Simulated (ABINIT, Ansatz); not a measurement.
```cif
data_ga2o3
_symmetry_space_group_name_H-M 'R-3c:H'
_symmetry_Int_Tables_number 167
_cell_length_a 4.9974
_cell_length_b 4.9974
_cell_length_c 13.4506
_cell_angle_alpha 90.000
_cell_angle_beta 90.000
_cell_angle_gamma 120.000
_cell_volume 290.91
loop_
_atom_site_label
_atom_site_type_symbol
_atom_site_symmetry_multiplicity
_atom_site_Wyckoff_symbol
_atom_site_fract_x
_atom_site_fract_y
_atom_site_fract_z
_atom_site_occupancy
Ga1 Ga 12 c 0.00000 0.00000 0.35559 1
O1 O 18 e 0.00000 0.69683 0.25000 1
_calc_subject 'Ga2O3 (R-3c): G0W0 with ABINIT, start to end'
_calc_method 'RPA screening on PBE, plane waves, norm-conserving pseudopotentials (and 2 further levels or steps)'
_calc_program 'ABINIT 10.8.3'
_calc_settings 'cutoff 45 Ha, PseudoDojo scalar-relativistic 0.4 stringent, norm-conserving, ngkpt (4, 4, 4), nband 241, ecuteps 5.2 Ha, inclvkb 2, shiftk (0, 0, 0), symchi 1, awtr 1, frequency ppm, 4×4×4 k-mesh'
_calc_cost '5 runs, 45 min in all on 16 MPI ranks of Arm Neoverse V1, shared host'
_calc_notes 'The program’s warnings: nproc spkpt=  >= nkpt= * nsppol=. The cell and positions are those that the Materials Project relaxed with its own functionals (PBE, PBE+U or r2SCAN), kept fixed. This is not the form that Ga2O3 usually takes at ambient conditions. Limits: no spin-orbit coupling.'
_calc_pbe_gap '2.82 eV, indirect'
_calc_g0w0_gap_on_the_mesh '4.25 eV'
_calc_g0w0_gap_over_the_zone_rigid_shift '4.21 eV'
_calc_gw_settings '4×4×4 mesh, 241 bands, screening to 141.5 eV, Godby-Needs plasmon pole'
_calc_known_limits 'short of the basis limit; no spin-orbit coupling'
```

[Long decimals in the printed logs are rounded to 6 places.]

[Logs are printed without paths, hosts, clocks, repeated set-up lines and the standing remarks that a program may print on its own settings, such as how far it seeks lower states.]

[Paths, hosts, dates, memory and timing lines, banners, echoed tables and standing remarks are left out of the program output; an Ansatz launch command may be rebuilt from the run's recorded settings. Measured values are a selection of at most five: reports struck by readers or far from the other reports are left out. None is set beside runs whose start may be inverted or whose files or cutoffs have a known fault.]

[Runs of the session that timed out or met a known fault of the program may be left out.]

[Hosts, paths, dates, database ids (printed as entryN), source tags and the programs' standing remarks are cut or masked in the printed files.]

[G0W0 gaps are taken among the corrected bands and points alone; a level outside them can change the order at an edge.]

[Where Ansatz stands beside ABINIT at settings called matched, ABINIT's density can come from a denser mesh and the files from another edition; pairs whose starting gaps differed by over 0.03 eV were left out, so agreement reads better than it is.]
